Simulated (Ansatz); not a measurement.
# Li4In, from a guessed structure to a relaxed one, part 2 of 2

This structure for Li4In is made up. Its elements were placed in a known structure type with a cell scaled to their sizes. What cell does the guess relax to, and how far off was it?

Ansatz 0.2.0; DFT, PBEsol, plane-wave PAW, files of the set soft_1, scalar-relativistic, no spin, cell and ions relaxed at zero pressure; PAW set soft_1 (the session's first sound run).

So far: Set-up; Relaxing cell and atoms. The relaxed cell has a = 3.140, c = 36.566 Å (conventional setting).

## 3. Bands of the relaxed cell

With the geometry fixed, one more self-consistent run, with a narrower smearing and the mesh shown in its input, gives the bands, and its pressure, and its forces where symmetry allows any, show how far the geometry depends on these settings.

This step: DFT, PBEsol, plane-wave PAW, files of the set soft_1, scalar-relativistic, no spin, bands and density of states at the relaxed cell; PAW set soft_1 (Ansatz 0.2.0).

Contents of input.yaml:

```yaml
crystal:
  lattice:
    - [1.569753838, 0.9062978011, 12.1887169505]
    - [-1.569753838, 0.9062978011, 12.1887169505]
    - [0.0, -1.8125956017, 12.1887169505]
  atoms:
    - { symbol: In, position: [0.0, 0.0, 0.0] }
    - { symbol: Li, position: [0.3974648322, 0.3974648322, 0.3974648322] }
    - { symbol: Li, position: [0.7990566534, 0.7990566534, 0.7990566534] }
    - { symbol: Li, position: [0.2009433466, 0.2009433466, 0.2009433466] }
    - { symbol: Li, position: [0.6025351678, 0.6025351678, 0.6025351678] }
kpoints:
  mp_grid: { grid: [12, 12, 12] }
  band_path:
    path:
      - [[0.0, 0.0, 0.0], [0.5, 0.0, 0.0], [0.5, 0.17035249, -0.17035249]]
      - [[0.82964751, 0.5, 0.17035249], [0.5, 0.5, 0.5], [0.0, 0.0, 0.0], [0.33517625, 0.0, -0.33517625]]
      - [[0.66482375, 0.33517625, 0.0], [0.5, 0.5, 0.0], [0.66482375, 0.66482375, 0.17035249], [0.5, 0.5, 0.5]]
      - [[0.5, 0.0, 0.0], [0.82964751, 0.33517625, 0.33517625]]
    npoints: 8
scf:
  occupations: { method: fermi_dirac, width: 0.03 }
  n_extra_bands: 9
hamiltonian:
  xc: pbesol
  pseudopotentials: { kind: paw, azcp: { folder: soft_1 }, xc_functional: pbe }
output:
  forces: true
  stress: true
  write_bands: true
  dos: { projected: true }
  write_density: true
  write_potential: true
  elf: true
  volumetric_format: npy
```

Command:

```sh
> ansatz run input.yaml --threads 4 --pin off --max-ram 8192MiB --backend cpu --events-out ev --progress --plain --runs-dir out
```

Numbers of over 12 decimals in the logs are rounded to 6 here.

What it wrote:

```text
[...]
Crystal: 5 atoms, lattice volume = 104.043 Å³
Basis set: ecut = 420 eV, 2021 PW (Γ), FFT grids on a1−a2, a2, −a2+a3, exchange–correlation on 48×180×48 points (8 copies of the dense FFT grid, shifted against one another)
Bands: 22, of which v1, the nominal top of the filled ones, is band 13 counted from 1 (12 counted from 0)
Symmetry: 12 space group operations
[...]
k-points: 189 of 1728
[...]
SCF iter   1: F=—  HF=-6339.489408 eV  |F-HF|=—  |Δ(HF+E_count)|=         —  Δρ=3.26e-2  dr2=1.56e1  ethr=3.10e-3  ⟨swp⟩=6.4  Hψ=19686  notcnv=0  defer=1
[...]
SCF iter  10: F=-6337.875941 eV  HF=-6337.875941 eV  |F-HF|=2.07e-9  |Δ(HF+E_count)|=   3.38e-8  Δρ=1.10e-6  dr2=2.60e-9  ethr=4.00e-10  ⟨swp⟩=14.9  Hψ=29237  notcnv=0
SCF 1 converged in 10 iterations: F = -6337.875941 eV  dr2 = 2.60e-9
[...]
NSCF: frozen V_eff on 76 k-points
SCF converged after 10 iterations
Free energy (F): -6337.875941 eV
[...]
Internal energy: -6337.870305 eV  (E = F + TS)
E sigma→0 (E₀):  -6337.873123 eV
Entropy (-TS):   -0.005636 eV (-1.127 meV/atom)
Fermi energy:    3.386467 eV
[...]
--- Forces (eV/Å), atoms counted from 1 ---
  atom   1  In     0.00000000     0.00000000     0.00000000
  atom   2  Li     0.00000000     0.00000000     0.01301022
  atom   3  Li     0.00000000     0.00000000     0.00243371
  atom   4  Li     0.00000000    -0.00000000    -0.00243371
  atom   5  Li     0.00000000    -0.00000000    -0.01301022
  max |Σ_I F_I| component: 4.34e-19 eV/Å
--- Stress (GPa, compression-positive) ---
       -0.266719      -0.000000      -0.000000
       -0.000000      -0.266719       0.000000
       -0.000000       0.000000       0.252219
  P = ⅓ Tr σ = -0.0937 GPa (-0.937 kbar)
--- Band table (eV; the first three rows and the last of 189) ---
  k-point 0: bands = [... 9 lower, -5.1986, -0.1042, 0.2147, 1.8268, 2.4140, 7.0383, 7.4802, 13.0494, ... 5 higher]
  k-point 1: bands = [... 9 lower, -5.0567, 0.0216, 0.3254, 1.9483, 2.5390, 7.0893, 7.5703, 12.5954, ... 5 higher]
  k-point 2: bands = [... 9 lower, -4.6237, 0.3886, 0.6599, 2.3074, 2.9123, 7.2525, 7.7733, 10.0097, ... 5 higher]
  k-point 188: bands = [... 9 lower, -5.1986, -0.2389, 0.6583, 1.0990, 3.0593, 5.8551, 9.8602, 9.9732, ... 5 higher]
```

The job ended after 8.1 s (4 threads of Arm Neoverse V2, shared host; peak memory 0.63 GiB).

Numbers from this step:

```yaml
free_energy: -6337.8759 eV
energy_at_zero_smearing: -6337.8731 eV
smearing_term_ts: 0.005636 eV
fermi_energy: 3.386 eV
pressure: -0.09374 GPa
```

bands.tsv at the labelled points (eV, zero at the Fermi level; the bands that come nearest the Fermi level along the path):

| point | band 9 | band 10 | band 11 | band 12 | band 13 | band 14 | band 15 | band 16 |
| --- | --- | --- | --- | --- | --- | --- | --- | --- |
| Γ | -14.31 | -8.59 | -3.49 | -3.17 | -1.56 | -0.97 | 3.65 | 4.09 |
| L | -14.15 | -3.35 | -2.86 | -0.20 | 0.44 | 0.75 | 1.59 | 3.11 |
| B1 | -14.33 | -2.15 | -0.84 | -0.68 | 1.01 | 1.64 | 2.05 | 2.56 |
| B | -14.33 | -2.15 | -0.84 | -0.68 | 1.01 | 1.64 | 2.05 | 2.56 |
| Z | -14.31 | -8.59 | -3.63 | -2.73 | -2.29 | -0.33 | 2.47 | 6.47 |
| Γ | -14.31 | -8.59 | -3.49 | -3.17 | -1.56 | -0.97 | 3.65 | 4.09 |
| X | -14.33 | -2.15 | -0.81 | -0.72 | 1.01 | 1.64 | 2.05 | 2.57 |
| Q | -14.33 | -2.15 | -0.81 | -0.72 | 1.01 | 1.64 | 2.05 | 2.57 |
| F | -14.15 | -3.35 | -2.86 | -0.14 | 0.19 | 1.11 | 1.41 | 2.73 |
| P1 | -14.15 | -3.38 | -2.83 | -0.17 | 0.27 | 0.97 | 1.50 | 2.76 |
| Z | -14.31 | -8.59 | -3.63 | -2.73 | -2.29 | -0.33 | 2.47 | 6.47 |
| L | -14.15 | -3.35 | -2.86 | -0.20 | 0.44 | 0.75 | 1.59 | 3.11 |
| P | -14.15 | -3.38 | -2.83 | -0.17 | 0.27 | 0.97 | 1.50 | 2.76 |

Counts of states for the cell as run, both spins, by energy window (eV from the Fermi level):

| from | to | total |
| --- | --- | --- |
| -8 | -7 | 0.34 |
| -7 | -6 | 0.33 |
| -6 | -5 | 0.33 |
| -5 | -4 | 0.34 |
| -4 | -3 | 0.64 |
| -3 | -2 | 1.10 |
| -2 | -1 | 1.76 |
| -1 | 0 | 1.96 |
| 0 | 1 | 2.17 |
| 1 | 2 | 1.74 |
| 2 | 3 | 1.61 |
| 3 | 4 | 2.34 |
| 4 | 5 | 2.23 |

A further 18.2 states lie below the table's range.

Electrostatic potential energy in the ac plane of the conventional cell at fractional y = 0.000, with atoms of In and Li within 0.2 Å of it. With pseudopotentials it is smooth inside the atoms' cores, unlike the true potential.

Values in eV, 24 rows by 14 columns, each cell a mean:
```
-15 -15 -12  -8  -2   2   4   4   4   1  -4 -10 -13 -15
  6   6   5   5   4   3   2   2   3   3   4   5   6   6
  6   6   6   6   5   4   4   4   4   5   5   6   6   6
  5   5   5   5   4   4   3   3   3   4   4   5   5   5
-17 -16  -9  -1   3   4   5   5   5   4   2  -3 -12 -16
 -1   0   2   4   4   5   5   5   5   5   4   3   1  -1
  6   6   5   5   4   3   2   2   3   3   4   5   6   6
  6   5   4   3   1  -2  -4  -5  -4  -1   2   4   5   5
  4   4   3   3   2   0  -2  -2  -1   1   2   3   4   4
-21 -19 -11  -2   2   4   5   5   5   4   1  -4 -14 -20
  5   5   5   5   5   5   4   4   4   5   5   5   5   5
  6   6   6   5   4   4   3   3   3   4   5   5   6   6
  6   6   6   5   4   3   3   3   3   4   4   5   6   6
  3   4   4   4   5   5   5   5   5   5   5   4   4   3
-21 -19 -11  -2   2   4   5   5   5   4   2  -4 -14 -19
  4   4   4   3   1  -2  -4  -5  -4  -1   1   3   4   4
  6   6   5   4   2   0  -2  -3  -2   0   3   4   5   6
  6   6   5   5   4   3   2   2   3   3   4   5   6   6
 -5  -4   0   3   4   5   5   5   5   5   4   2  -2  -4
-13 -12  -7   0   3   5   5   5   5   4   2  -2  -9 -13
  6   6   5   5   4   3   3   3   3   4   4   5   5   6
  6   6   6   6   5   5   4   4   4   5   5   6   6   6
  6   6   5   5   4   3   2   2   3   3   4   5   5   6
-19 -18 -16 -12  -4   2   4   4   3   0  -7 -13 -17 -18
```
Columns run along a (3.1 Å; values clipped at the 3rd and 97th percentile), rows up along c (36.6 Å), edges of the conventional cell, whose origin can differ from the input's. Atoms in or near the plane, at fractional coordinates: In at (0.00, 0.00), Li at (0.00, 0.40), Li at (0.00, 0.80), Li at (0.00, 0.20), Li at (0.00, 0.60).

Valence density in the ac plane of the conventional cell at fractional y = 0.000, with atoms of In and Li within 0.2 Å of it. It is the smooth field of the valence electrons, not physical close to the nuclei.

Values in units of 1e0 e/Å³, 24 rows by 14 columns, each cell a mean:
```
2.9 2.4 1.5 0.7 0.3 0.2 0.1 0.1 0.1 0.2 0.4 0.9 1.8 2.6
0.1 0.1 0.1 0.1 0.1 0.1 0.1 0.1 0.1 0.1 0.1 0.1 0.1 0.1
0.1 0.1 0.1 0.1 0.1 0.0 0.1 0.1 0.1 0.1 0.1 0.1 0.1 0.1
0.1 0.1 0.1 0.1 0.0 0.0 0.1 0.1 0.1 0.0 0.0 0.1 0.1 0.1
3.5 2.1 0.5 0.1 0.1 0.0 0.1 0.1 0.1 0.0 0.1 0.1 0.9 2.6
0.3 0.2 0.1 0.1 0.1 0.1 0.1 0.1 0.1 0.1 0.1 0.1 0.1 0.2
0.0 0.1 0.1 0.1 0.1 0.1 0.1 0.1 0.1 0.1 0.1 0.1 0.1 0.1
0.1 0.1 0.1 0.2 0.2 0.3 0.3 0.4 0.3 0.3 0.2 0.1 0.1 0.1
0.1 0.1 0.1 0.1 0.2 0.2 0.3 0.3 0.3 0.2 0.2 0.1 0.1 0.1
3.6 2.2 0.5 0.1 0.1 0.1 0.1 0.1 0.1 0.1 0.1 0.1 1.0 2.7
0.1 0.1 0.1 0.1 0.1 0.1 0.1 0.1 0.1 0.1 0.1 0.1 0.1 0.1
0.1 0.1 0.1 0.0 0.0 0.0 0.1 0.1 0.1 0.0 0.0 0.1 0.1 0.1
0.1 0.1 0.1 0.0 0.0 0.1 0.1 0.1 0.1 0.0 0.0 0.0 0.1 0.1
0.1 0.1 0.1 0.1 0.1 0.1 0.1 0.1 0.1 0.1 0.1 0.1 0.1 0.1
3.7 2.2 0.5 0.1 0.1 0.1 0.1 0.1 0.1 0.1 0.1 0.1 1.0 2.7
0.1 0.1 0.1 0.2 0.2 0.3 0.3 0.4 0.3 0.2 0.2 0.2 0.1 0.1
0.1 0.1 0.1 0.1 0.2 0.2 0.3 0.3 0.3 0.2 0.2 0.1 0.1 0.1
0.0 0.0 0.0 0.1 0.1 0.1 0.1 0.1 0.1 0.1 0.1 0.1 0.0 0.0
0.8 0.5 0.1 0.1 0.1 0.1 0.1 0.1 0.1 0.1 0.1 0.1 0.2 0.6
2.9 1.8 0.4 0.1 0.1 0.0 0.1 0.1 0.1 0.0 0.1 0.1 0.8 2.1
0.1 0.1 0.1 0.1 0.0 0.0 0.1 0.1 0.1 0.0 0.0 0.1 0.1 0.1
0.1 0.1 0.1 0.1 0.1 0.1 0.0 0.0 0.0 0.1 0.1 0.1 0.1 0.1
0.1 0.1 0.1 0.1 0.1 0.1 0.1 0.1 0.1 0.1 0.1 0.1 0.1 0.1
4.1 3.4 2.0 0.9 0.4 0.2 0.1 0.1 0.2 0.2 0.5 1.2 2.5 3.6
```
Columns run along a (3.1 Å), rows up along c (36.6 Å), edges of the conventional cell, whose origin can differ from the input's. Atoms in or near the plane, at fractional coordinates: In at (0.00, 0.00), Li at (0.00, 0.40), Li at (0.00, 0.80), Li at (0.00, 0.20), Li at (0.00, 0.60).

ELF in the ac plane of the conventional cell at fractional y = 0.000, with atoms of In and Li within 0.2 Å of it. It is the smooth field of the valence electrons, not physical close to the nuclei.

Ten even steps from '0' (0.07) to '9' (0.69), each cell a mean:
```
22344433344432
88753100024678
99986544457899
88765333345778
76202578741147
44345677765434
44432111123344
33333334333333
22334444443332
86201356520037
66666555556666
99875322345789
98864221235789
55566666666555
86201356520037
33333333333333
33334444444333
54432111123445
44335678764334
76313578742146
88764222235688
99987544467899
88753100024678
12233333333321
```
Columns run along a (3.1 Å), rows up along c (36.6 Å), edges of the conventional cell, whose origin can differ from the input's. Atoms in or near the plane, at fractional coordinates: In at (0.00, 0.00), Li at (0.00, 0.40), Li at (0.00, 0.80), Li at (0.00, 0.20), Li at (0.00, 0.60).

## 4. What came out

```yaml
space_group_relaxed: R-3m
conventional_cell: a = 3.140, b = 3.140, c = 36.566 Å; α = 90.0°, β = 90.0°, γ = 120.0°
volume_per_atom: 20.81 Å³ (guess 19.69)
```

What this shows: Li4In relaxes to R-3m with a = 3.140, b = 3.140 and c = 36.566 Å. The guessed volume was 5 % too small. The space group R-3m was held in the relaxation, so the end point is a stationary structure within it and may be a saddle against distortions or other arrangements. Bands cross the Fermi level, so it is a metal or semimetal at this level. The electron count is odd, which forces that without spin polarisation or a larger cell. On the 12×12×12 mesh with the narrower smearing (relaxed on 10×10×10) the largest force component is 0.013 eV/Å and the largest stress component is 0.267 GPa, against the relaxation's thresholds of 0.015 eV/Å and 0.05 GPa. The cutoff wasn't tested. No dispersion term is used, so weakly bound directions may come out too long. Nothing here tests whether the compound is stable against decomposition.

[Logs are printed without paths, hosts, clocks, repeated set-up lines and the standing remarks that a program may print on its own settings, such as how far it seeks lower states.]

[Hosts, paths, dates, database ids (printed as entryN), source tags and the programs' standing remarks are cut or masked in the printed files.]
